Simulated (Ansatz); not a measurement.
**What TlBr3 (model cell, started as ReO3 type) distorts into**

Which phase does TlBr3 (model cell, started as ReO3 type) fall into along its unstable mode, and how much energy does it gain?

Method: DFT PBEsol, scalar-relativistic, plane waves, norm-conserving pseudopotentials, in Ansatz 0.2.0.

This is a report of a sequence of runs, with most program output left out.

The structure was built from a prototype and need not be the compound's stable phase.

**1. Starting point**

The structure is cubic, space group Pm-3m (No. 221). The conventional cell has a = 5.518 Å, b = 5.518 Å, c = 5.518 Å, α = 90.00°, β = 90.00°, γ = 90.00°. Nearest to Tl lie 6 Br at 2.76 Å. Nearest to Br lie 2 Tl at 2.76 Å. Farther neighbours and most contacts between anions are not listed.

As a file:

```cif
data_structure
_symmetry_space_group_name_H-M 'Pm-3m'
_symmetry_Int_Tables_number 221
_cell_length_a 5.5181
_cell_length_b 5.5181
_cell_length_c 5.5181
_cell_angle_alpha 90.000
_cell_angle_beta 90.000
_cell_angle_gamma 90.000
_cell_volume 168.02
loop_
_atom_site_label
_atom_site_type_symbol
_atom_site_symmetry_multiplicity
_atom_site_Wyckoff_symbol
_atom_site_fract_x
_atom_site_fract_y
_atom_site_fract_z
_atom_site_occupancy
Tl1 Tl 1 a 0.00000 0.00000 0.00000 1
Br1 Br 3 d 0.50000 0.00000 0.00000 1
```

**2. Response at finite wavevector**

The cell comes from relaxations at this level that are not shown. Stability and thermal properties need the whole zone. Linear response on a 2×2×2 q mesh gives force constants as far as a supercell of that size would.

Input file input.yaml:

```yaml
crystal:
  lattice:
    - [5.5180850399, 0.0, 0.0]
    - [0.0, 5.5180850399, 0.0]
    - [0.0, 0.0, 5.5180850399]
  atoms:
    - { symbol: Tl, position: [0.0, 0.0, 0.0] }
    - { symbol: Br, position: [0.5, 0.0, 0.0] }
    - { symbol: Br, position: [0.0, 0.5, 0.0] }
    - { symbol: Br, position: [0.0, 0.0, 0.5] }
kpoints:
  mp_grid: { grid: [8, 8, 8] }
hamiltonian:
  xc: pbesol
  pseudopotentials: { kind: nc }
scf:
  occupations: { method: methfessel_paxton, width: 0.2 }
output:
  eigenvalues: true
phonons:
  method: dfpt
  qmesh: [2, 2, 2]
  temperatures: { t_max: 1000, t_step: 50 }
  qpath:
    path:
      - [[0.0, 0.0, 0.0], [0.0, 0.5, 0.0], [0.5, 0.5, 0.0], [0.0, 0.0, 0.0], [0.5, 0.5, 0.5], [0.0, 0.5, 0.0]]
      - [[0.5, 0.5, 0.5], [0.5, 0.5, 0.0]]
    npoints: 10
```

On the command line:

```sh
$ ansatz run input.yaml --threads 4 --pin off --max-ram 7168MiB --backend cpu --events-out ev --progress --plain --runs-dir out
```

The job ended after 6.8 min (4 threads of AMD EPYC 7R13 (Zen 3), shared host; peak memory 2.7 GiB).

Numbers from this step:

```yaml
volume_per_atom: 42.01 Å³
gap_on_the_k_mesh: 0 eV
sum_rule_residual_before_enforcement: 5.21e-5 eV/Å²
lowest_frequency_on_the_path: -49.81 cm⁻¹
point_group: m-3m
highest_frequency_on_the_path_or_at_a_solved_wavevector: 158.2 cm⁻¹
highest_optical_mode_at_the_zone_centre_no_lo_to_term: 145.9 cm⁻¹
lowest_optical_zone_centre_mode: -47.71 cm⁻¹
lowest_mode_on_the_q_mesh_acoustic_modes_at_gamma_apart: -49.81 cm⁻¹
```

Frequencies (cm⁻¹) solved at each irreducible wavevector; negative means imaginary. Frequencies by wavevector, by row:

| q in reciprocal lattice units | star | mode 1 | mode 2 | mode 3 | mode 4 | mode 10 | mode 11 | mode 12 |
| --- | --- | --- | --- | --- | --- | --- | --- | --- |
| 0 0 0 | 1 | -47.7 | -47.7 | -47.7 | -32 | 145.9 | 145.9 | 145.9 |
| 0 0 -0.5 | 3 | -49.8 | -43 | -41.1 | -41.1 | 94 | 149 | 149 |
| 0 -0.5 -0.5 | 3 | -44.8 | -44.8 | -44 | -36 | 94 | 138.6 | 152.7 |
| -0.5 -0.5 -0.5 | 1 | -44 | -44 | -44 | -19 | 96 | 96 | 157.7 |

Interpolated from a 2×2×2 q mesh. The phonon branches at the labelled points (cm⁻¹):

| point | branch 1 | branch 2 | branch 3 | branch 4 | branch 9 | branch 10 | branch 11 | branch 12 |
| --- | --- | --- | --- | --- | --- | --- | --- | --- |
| Γ | -48 | -48 | -48 | -32 | 0 | 146 | 146 | 146 |
| halfway | -47 | -45 | -45 | -38 | 48 | 125 | 148 | 148 |
| X | -50 | -43 | -41 | -41 | 79 | 94 | 149 | 149 |
| halfway | -48 | -44 | -42 | -39 | 88 | 94 | 142 | 151 |
| M | -45 | -45 | -44 | -36 | 94 | 94 | 139 | 153 |
| halfway | -46 | -43 | -43 | -40 | 61 | 118 | 141 | 149 |
| Γ | -48 | -48 | -48 | -32 | 0 | 146 | 146 | 146 |
| halfway | -45 | -45 | -41 | -36 | 66 | 120 | 120 | 154 |
| R | -44 | -44 | -44 | -19 | 96 | 96 | 96 | 158 |
| halfway | -46 | -44 | -43 | -33 | 89 | 94 | 123 | 156 |
| X | -50 | -43 | -41 | -41 | 79 | 94 | 149 | 149 |
| jump to R | -44 | -44 | -44 | -19 | 96 | 96 | 96 | 158 |
| halfway | -44 | -44 | -44 | -29 | 95 | 95 | 110 | 158 |
| M | -45 | -45 | -44 | -36 | 94 | 94 | 139 | 153 |

Symmetry leaves 4 wavevectors to solve. The lowest mode among them, the acoustic zeros apart, lies at q = (0, 0, -0.5) and is imaginary, 49.8i cm⁻¹, so the energy falls along it.

**3. The mode frozen in, largest atomic shift 0 Å**

The mode followed lies at q = (0, 0, -0.5) with frequency 49.8i cm⁻¹, the softest among the wavevectors solved. At small amplitude the distorted cell has space group no. 123 by a symmetry search on the positions. The undistorted cell that holds it gives the zero of energy on the same k mesh.

System of this step: TlBr3 (model cell, started as ReO3 type). The structure is cubic, space group Pm-3m (No. 221). Conventional cell: a = 5.518 Å, b = 5.518 Å, c = 5.518 Å, α = 90.00°, β = 90.00°, γ = 90.00°. Nearest to Tl lie 6 Br at 2.76 Å. Br has 2 Tl at 2.76 Å nearest. Br has 2 Tl at 2.76 Å nearest. Farther neighbours and most contacts between anions are not listed.

Input file input.yaml:

```yaml
crystal:
  lattice:
    - [5.5180850399, 0.0, 0.0]
    - [0.0, 5.5180850399, 0.0]
    - [0.0, 0.0, 11.0361700799]
  atoms:
    - { symbol: Tl, position: [0.0, 0.0, 0.5] }
    - { symbol: Tl, position: [0.0, 0.0, 0.0] }
    - { symbol: Br, position: [0.5, 0.0, 0.5] }
    - { symbol: Br, position: [0.5, 0.0, 0.0] }
    - { symbol: Br, position: [0.0, 0.5, 0.5] }
    - { symbol: Br, position: [0.0, 0.5, 0.0] }
    - { symbol: Br, position: [0.0, 0.0, 0.25] }
    - { symbol: Br, position: [0.0, 0.0, 0.75] }
kpoints:
  mp_grid: { grid: [6, 6, 4] }
hamiltonian:
  xc: pbesol
  pseudopotentials: { kind: nc }
scf:
  occupations: { method: methfessel_paxton, width: 0.2 }
output:
  forces: true
  stress: true
  eigenvalues: true
```

The job ended after 19 s (4 threads; peak memory 1.6 GiB).

Numbers from this step:

- pressure: -0.02353 GPa
- energy from the undistorted cell: 0 meV/atom

The run ends at a pressure of -0.02 GPa.

**4. The mode frozen in, largest atomic shift 0.45 Å**

The atoms are moved along the unstable eigenvector, the largest shift by 0.45 Å, with the cell fixed.

input.yaml, the sections that differ from step 3:

```yaml
crystal:
  lattice:
    - [5.5180850399, 0.0, 0.0]
    - [0.0, 5.5180850399, 0.0]
    - [0.0, 0.0, 11.0361700799]
  atoms:
    - { symbol: Tl, position: [0.0, 0.0, 0.5090556268] }
    - { symbol: Tl, position: [0.0, 0.0, -0.0090556268] }
    - { symbol: Br, position: [0.5, 0.0, 0.459224985] }
    - { symbol: Br, position: [0.5, 0.0, 0.040775015] }
    - { symbol: Br, position: [0.0, 0.5, 0.459224985] }
    - { symbol: Br, position: [0.0, 0.5, 0.040775015] }
    - { symbol: Br, position: [0.0, 0.0, 0.25] }
    - { symbol: Br, position: [0.0, 0.0, 0.75] }
# kpoints, hamiltonian, scf, output: as in step 3
```

Elapsed: 18 s, on 4 threads; peak memory 1.7 GiB; 71 s of CPU time.

Numbers from this step:

```
pressure                         : -0.3697 GPa
energy from the undistorted cell : -9.407 meV/atom
```

The energy, extrapolated to zero smearing, is -9.41 meV/atom against the undistorted cell.

The run ends at a pressure of -0.37 GPa, with forces up to 0.41 eV/Å.

**5. Energy along the mode, all amplitudes (two of the runs are shown above)**

An imaginary frequency means negative curvature, so the energy should fall and then rise again as anharmonic terms take over.

This step gave:

| Quantity | Value |
| --- | --- |
| depth at the lowest point sampled | 9.407 meV/atom |
| largest atomic shift at that point | 0.45 Å |

Energy from the parent against largest atomic shift:

| largest atomic shift (Å) | energy from the parent (meV/atom) |
| --- | --- |
| 0.000 | 0 |
| 0.040 | -0.225 |
| 0.080 | -0.868 |
| 0.140 | -2.44 |
| 0.220 | -5.12 |
| 0.320 | -8.42 |
| 0.450 | -9.41 |
| 0.600 | 1.20 |

Displacement at unit largest shift by atom:

```
atom  x (Å)  y (Å)  z (Å)  size
 Tl1   0.00   0.00   0.22  0.22
 Tl2   0.00   0.00  -0.22  0.22
 Br3   0.00   0.00  -1.00  1.00
 Br4   0.00   0.00   1.00  1.00
 Br5   0.00   0.00  -1.00  1.00
 Br6   0.00   0.00   1.00  1.00
 Br7   0.00   0.00   0.00  0.00
 Br8   0.00   0.00   0.00  0.00
```

The lowest of the steps tried is at 0.45 Å, 9.41 meV/atom below the parent; the bottom of the well need not coincide with a step.

**6. Relaxing from the distorted cell**

Starting from the lowest point found, all atoms and the cell are let go, so that strain and other modes of the same symmetry can join in.

input.yaml, as its differences from that of step 4:

```diff
@@ -25 +25,10 @@
   eigenvalues: true
+  write_density: true
+  write_potential: true
+  elf: true
+  volumetric_format: npy
+relax:
+  adjacent_minimum: "off"
+  f_tol: 0.002
+  max_steps: 120
+  cell: { stress_tol: 0.03 }
```

It took 1.8 min on 4 threads; peak memory 1.7 GiB.

Relaxation path:

```csv
step,energy less that of the first step (eV),largest force component (eV/Å),pressure (GPa),volume (Å³)
1,0.0000,0.4133,-0.37,336.04
2,-0.0487,0.1968,-0.12,330.89
3,-0.0564,0.0796,0.00,328.85
4,-0.0578,0.0169,-0.08,328.85
5,-0.0585,0.0017,0.00,328.10
6*,-0.0584,0.0016,0.00,328.10
```

Relaxation steps marked * repeat the geometry before them on a plane-wave basis chosen anew for their cell, so energy and pressure can jump there.

The run keeps the 16 symmetry operations that it works with, so distortions that break them were not tested.

| conventional cell, symmetrised | before | after | change |
| --- | --- | --- | --- |
| a (Å) | 5.518 | 5.409 | -2.0 % |
| b (Å) | 5.518 | 5.409 | -2.0 % |
| c (Å) | 11.036 | 11.213 | +1.6 % |
| volume (Å³/atom) | 42.01 | 41.01 | -2.4 % |

The atoms that moved most (Å, as changes of fractional coordinates times the final cell):

```
atom     dx     dy      dz  length
 Br5  0.000  0.000  -0.084   0.084
 Br6  0.000  0.000   0.084   0.084
 Br3  0.000  0.000  -0.084   0.084
 Br4  0.000  0.000   0.084   0.084
 Tl1  0.000  0.000  -0.021   0.021
 Tl2  0.000  0.000   0.021   0.021
```

Numbers from this step:

| Property | Result |
| --- | --- |
| pressure | 0.003097 GPa |
| volume per atom | 41.01 Å³ |

Valence density in the ac plane at fractional y = 0.000, with atoms of Tl and Br within 0.2 Å of it. It is the smooth field of the valence electrons, not physical close to the nuclei.

Values in e/Å³, 24 rows by 15 columns, each cell a mean:
```
2.3 3.8 1.5 0.4 0.2 0.4 0.6 0.8 0.7 0.5 0.3 0.2 0.7 2.7 3.5
2.6 1.6 0.5 0.2 0.1 0.1 0.2 0.2 0.2 0.1 0.1 0.1 0.3 0.9 2.2
0.5 0.3 0.2 0.1 0.0 0.0 0.0 0.0 0.0 0.0 0.0 0.1 0.1 0.2 0.4
0.6 0.4 0.2 0.1 0.0 0.0 0.0 0.0 0.0 0.0 0.0 0.1 0.2 0.3 0.5
1.0 1.0 0.6 0.2 0.1 0.0 0.0 0.0 0.0 0.0 0.0 0.1 0.4 0.8 1.0
0.2 0.9 0.9 0.4 0.1 0.0 0.0 0.0 0.0 0.0 0.0 0.2 0.6 1.1 0.5
0.6 1.0 0.8 0.3 0.1 0.0 0.0 0.0 0.0 0.0 0.0 0.2 0.5 1.0 0.8
0.9 0.7 0.4 0.2 0.1 0.0 0.0 0.0 0.0 0.0 0.0 0.1 0.3 0.6 0.9
0.4 0.3 0.2 0.1 0.0 0.0 0.0 0.0 0.0 0.0 0.0 0.0 0.1 0.2 0.4
0.9 0.6 0.3 0.1 0.1 0.1 0.1 0.1 0.1 0.1 0.1 0.1 0.2 0.4 0.7
3.7 2.7 0.9 0.3 0.1 0.2 0.3 0.4 0.3 0.2 0.2 0.2 0.4 1.6 3.5
0.9 4.0 1.7 0.4 0.3 0.5 0.9 1.0 1.0 0.7 0.4 0.3 0.8 3.1 2.9
3.5 3.3 1.2 0.4 0.4 0.8 0.9 0.3 0.6 1.0 0.6 0.3 0.6 2.1 3.8
1.3 0.8 0.4 0.2 0.3 0.8 1.0 0.4 0.7 1.0 0.5 0.2 0.2 0.5 1.1
0.3 0.2 0.1 0.1 0.2 0.4 0.8 1.0 1.0 0.6 0.3 0.1 0.1 0.2 0.3
0.5 0.4 0.2 0.1 0.1 0.1 0.2 0.3 0.3 0.2 0.1 0.1 0.1 0.3 0.5
1.0 1.0 0.6 0.2 0.1 0.0 0.0 0.1 0.1 0.0 0.1 0.1 0.4 0.8 1.0
0.2 0.9 0.9 0.3 0.1 0.0 0.0 0.0 0.0 0.0 0.1 0.2 0.6 1.1 0.5
0.6 1.0 0.8 0.3 0.1 0.0 0.0 0.0 0.0 0.0 0.1 0.2 0.5 1.0 0.8
0.9 0.7 0.4 0.2 0.1 0.1 0.1 0.1 0.1 0.1 0.1 0.1 0.2 0.6 0.9
0.3 0.3 0.2 0.1 0.1 0.2 0.4 0.6 0.5 0.3 0.2 0.1 0.1 0.2 0.3
0.5 0.3 0.2 0.1 0.2 0.6 1.0 1.0 1.0 0.9 0.4 0.2 0.1 0.2 0.4
2.8 1.8 0.6 0.3 0.4 0.9 0.9 0.2 0.4 1.0 0.6 0.3 0.4 1.0 2.4
2.0 3.9 1.6 0.4 0.4 0.8 1.1 0.7 0.9 1.0 0.5 0.3 0.7 2.8 3.4
```
Columns run along a (5.4 Å), rows up along c (11.2 Å). Atoms in or near the plane, at fractional coordinates: Tl at (0.00, 0.51), Tl at (0.00, 0.99), Br at (0.50, 0.45), Br at (0.50, 0.05), Br at (0.00, 0.25), Br at (0.00, 0.75).

ELF in the ac plane at fractional y = 0.000, with atoms of Tl and Br within 0.2 Å of it. It is the smooth field of the valence electrons, not physical close to the nuclei.

Ten even steps from '0' (0.00) to '9' (0.89), each cell a mean:
```
034237999852341
443224787521234
222100232100122
665310000002466
689851000036898
069974000168992
279973000158994
888630000015788
443100010001234
332111455311223
343225898742344
024248989973340
243258612883343
432258623873233
221138999962122
775214898621367
799620233104898
069940000027992
279830000016994
898411466312689
543126999841135
221148878972122
443268501784234
034258745873341
```
Columns run along a (5.4 Å), rows up along c (11.2 Å). Atoms in or near the plane, at fractional coordinates: Tl at (0.00, 0.51), Tl at (0.00, 0.99), Br at (0.50, 0.45), Br at (0.50, 0.05), Br at (0.00, 0.25), Br at (0.00, 0.75).

Electrostatic potential energy in the ac plane at fractional y = 0.000, with atoms of Tl and Br within 0.2 Å of it. With pseudopotentials it is smooth inside the atoms' cores, unlike the true potential.

Ten even steps from '0' (-98 eV) to '9' (8 eV), each cell a mean:
```
137899888999852
578999999999976
899999999999998
899999999999998
468999999999975
027999999999850
037999999999961
689999999999987
999999999999999
789999999999988
457999999999864
036898756899851
247997200589863
788997301589987
999999766899999
899999999999999
468999999999975
027999999999850
037999999999961
789999999999987
999999988999999
899998634799998
568997200589876
137898412689852
```
Columns run along a (5.4 Å; values clipped at the 3rd and 97th percentile), rows up along c (11.2 Å). Atoms in or near the plane, at fractional coordinates: Tl at (0.00, 0.51), Tl at (0.00, 0.99), Br at (0.50, 0.45), Br at (0.50, 0.05), Br at (0.00, 0.25), Br at (0.00, 0.75).

The distorted start has space group P4/mmm; the relaxation ends in P4/mmm.

**7. The new phase in its own primitive cell**

The relaxed structure is symmetrised, reduced to its primitive cell and relaxed tightly, as its phonons need.

Input file input.yaml:

```yaml
crystal:
  lattice:
    - [5.4093443213, 0.0, 0.0]
    - [0.0, 5.4093443213, 0.0]
    - [0.0, 0.0, 11.2129870007]
  atoms:
    - { symbol: Tl, position: [0.0, 0.0, 0.2572069721] }
    - { symbol: Tl, position: [0.0, 0.0, 0.7427930279] }
    - { symbol: Br, position: [0.5, 0.0, 0.20176881] }
    - { symbol: Br, position: [0.5, 0.0, 0.79823119] }
    - { symbol: Br, position: [0.0, 0.5, 0.20176881] }
    - { symbol: Br, position: [0.0, 0.5, 0.79823119] }
    - { symbol: Br, position: [0.0, 0.0, 0.0] }
    - { symbol: Br, position: [0.0, 0.0, 0.5] }
kpoints:
  mp_grid: { grid: [8, 8, 4] }
hamiltonian:
  xc: pbesol
  pseudopotentials: { kind: nc }
scf:
  occupations: { method: methfessel_paxton, width: 0.2 }
output:
  forces: true
  stress: true
  eigenvalues: true
relax:
  adjacent_minimum: "off"
  f_tol: 0.001
  max_steps: 60
  cell: { stress_tol: 0.01 }
```

It took 1.9 min on 4 threads; peak memory 1.9 GiB.

Relaxation path:

```csv
step,energy less that of the first step (eV),largest force component (eV/Å),pressure (GPa),volume (Å³)
1,0.0000,0.0169,0.01,328.10
2,-0.0004,0.0130,0.00,328.50
3,-0.0005,0.0002,0.00,328.71
4,-0.0005,0.0005,0.00,328.72
5*,-0.0005,0.0005,0.00,328.72
```

Relaxation steps marked * repeat the geometry before them on a plane-wave basis chosen anew for their cell, so energy and pressure can jump there.

The run keeps the 16 symmetry operations that it works with, so distortions that break them were not tested.

```csv
"conventional cell, symmetrised",before,after,change
a (Å),5.409,5.415,+0.1 %
b (Å),5.409,5.415,+0.1 %
c (Å),11.213,11.210,-0.0 %
volume (Å³/atom),41.01,41.09,+0.2 %
```

The atoms that moved most (Å, as changes of fractional coordinates times the final cell):

| atom | dx | dy | dz | length |
| --- | --- | --- | --- | --- |
| Br4 | 0.000 | 0.000 | -0.018 | 0.018 |
| Br6 | 0.000 | 0.000 | -0.018 | 0.018 |
| Br3 | 0.000 | 0.000 | 0.018 | 0.018 |
| Br5 | 0.000 | 0.000 | 0.018 | 0.018 |

This step gave:

* pressure: 6.51e-5 GPa
* volume per atom: 41.09 Å³

The largest force component left is 0.49 meV/Å and the pressure is 0.000 GPa, within the tolerances set. The cell now holds 41.09 Å³/atom.

**8. Modes of the new phase, k-mesh 8×8×4**

A relaxed structure may still be a saddle point, so its zone-centre modes are computed. No field response is asked, since the mesh shows no gap.

input.yaml, the sections that differ from step 7:

```yaml
crystal:
  lattice:
    - [5.4151299581, 0.0, 0.0]
    - [0.0, 5.4151299581, 0.0]
    - [0.0, 0.0, 11.2101918286]
  atoms:
    - { symbol: Tl, position: [0.0, 0.0, 0.2570425304] }
    - { symbol: Tl, position: [0.0, 0.0, 0.7429574696] }
    - { symbol: Br, position: [0.5, 0.0, 0.2033697417] }
    - { symbol: Br, position: [0.5, 0.0, 0.7966302583] }
    - { symbol: Br, position: [0.0, 0.5, 0.2033697417] }
    - { symbol: Br, position: [0.0, 0.5, 0.7966302583] }
    - { symbol: Br, position: [0.0, 0.0, 0.0] }
    - { symbol: Br, position: [0.0, 0.0, 0.5] }
output:
  eigenvalues: true
phonons:
  method: dfpt
# kpoints, hamiltonian, scf: as in step 7
# relax: removed
```

The job ended after 17 min (4 threads; peak memory 6.7 GiB).

Numbers from this step:

```
sum-rule residual before enforcement                    : 4.19e-4 eV/Å²
point group                                             : 4/mmm
highest optical mode at the zone centre (no LO-TO term) : 154.2 cm⁻¹
lowest optical zone-centre mode                         : -41.32 cm⁻¹
```

Patterns of degenerate modes are one choice out of their space. Modes at Γ, with each element's share of the kinetic energy (negative means imaginary):

```csv
mode,frequency (cm⁻¹),symmetry,Tl %,Br %
1,-41.3,Eu,13,87
2,-41.3,Eu,13,87
3,0.0,acoustic,46,54
4,0.0,acoustic,46,54
5,0.0,acoustic,46,54
6,12.2,Eg,84,16
7,12.2,Eg,84,16
8,15.2,Eu,25,75
9,15.2,Eu,25,75
10,24.7,Eg,1,99
11,24.7,Eg,1,99
12,36.9,Eu,0,100
13,36.9,Eu,0,100
14,37.0,B1g,0,100
15,43.6,B2u,0,100
16,52.0,A2u,40,60
17,55.0,A1g,2,98
18,103.6,A1g,98,2
19,109.9,A2u,2,98
20,148.1,A2u,11,89
21,153.7,Eg,15,85
22,153.7,Eg,15,85
23,154.2,Eu,15,85
24,154.2,Eu,15,85
```

Displacements in mode 2 (-41.3 cm⁻¹), the largest set to 1:
```
Tl1 -0.18  0.01  0.00
Tl2 -0.18  0.01  0.00
Br3 -0.08  0.00  0.00
Br4 -0.08  0.00  0.00
Br5  0.02  0.01  0.00
Br6  0.02  0.01  0.00
Br7  0.02  0.00  0.00
Br8  1.00 -0.08  0.00
```

Displacements in mode 19 (109.9 cm⁻¹), the largest set to 1:
```
Tl1  0.00  0.00 -0.07
Tl2  0.00  0.00 -0.07
Br3  0.00  0.00 -0.07
Br4  0.00  0.00 -0.07
Br5  0.00  0.00 -0.07
Br6  0.00  0.00 -0.07
Br7  0.00  0.00  1.00
Br8  0.00  0.00 -0.36
```

Before it was imposed, the acoustic sum rule was missed by 4.2e-4 eV/Å². Small misses are needed for a sound result but don't prove that mesh and cutoff are converged. The lowest optical mode is imaginary, 41.3i cm⁻¹, so the energy falls along it.

**9. Outcome**

* unstable mode of the parent: q = (0, 0, -0.5), 50i cm⁻¹
* depth at the lowest point sampled: 9.41 meV/atom
* largest atomic shift at that point: 0.45 Å
* space group reached (within 0.01 Å): P4/mmm
* energy gained over the parent (first relaxation, on the mesh of the frozen mode): 16.8 meV/atom
* volume per atom, phase reached: 41.1 Å³
* lowest optical zone-centre mode, phase reached: -41.3 cm⁻¹
* highest optical mode at the zone centre (no LO-TO term), phase reached: 154 cm⁻¹

Along this mode the structure falls into P4/mmm, 16.8 meV/atom below the parent. At the parent's cell the well is 9.407 meV/atom deep on the steps tried, with its lowest point at a shift of 0.45 Å. Relaxing atoms and cell changes the gain by +7.42 meV/atom against the lowest step (energies at zero smearing). The new phase still has an imaginary mode at the zone centre of its cell, so it is a saddle point on the way to a lower structure. Of the 3 patterns followed to their end from this parent, this one ends 50.0 meV/atom above the lowest, P4mm. Each path keeps the symmetry of its pattern, so a lower phase may lie along a pattern not tried. With no gap, or one that is small against the smearing, the frequencies hang on the k mesh and the smearing, most of all near Kohn anomalies. A semilocal functional can close a gap that the real compound would have, so the metallic treatment may be an artefact of the level. Spin-orbit coupling is left out, which can matter for the heavy elements here. A phonon run warned that its eigensolver left some bands unconverged in a pass. The starting cell was built on a prototype and not taken from a measurement, so the phase need not exist.

[Logs are printed without paths, hosts, clocks, repeated set-up lines and the standing remarks that a program may print on its own settings, such as how far it seeks lower states.]

[Hosts, paths, dates, database ids (printed as entryN), source tags and the programs' standing remarks are cut or masked in the printed files.]
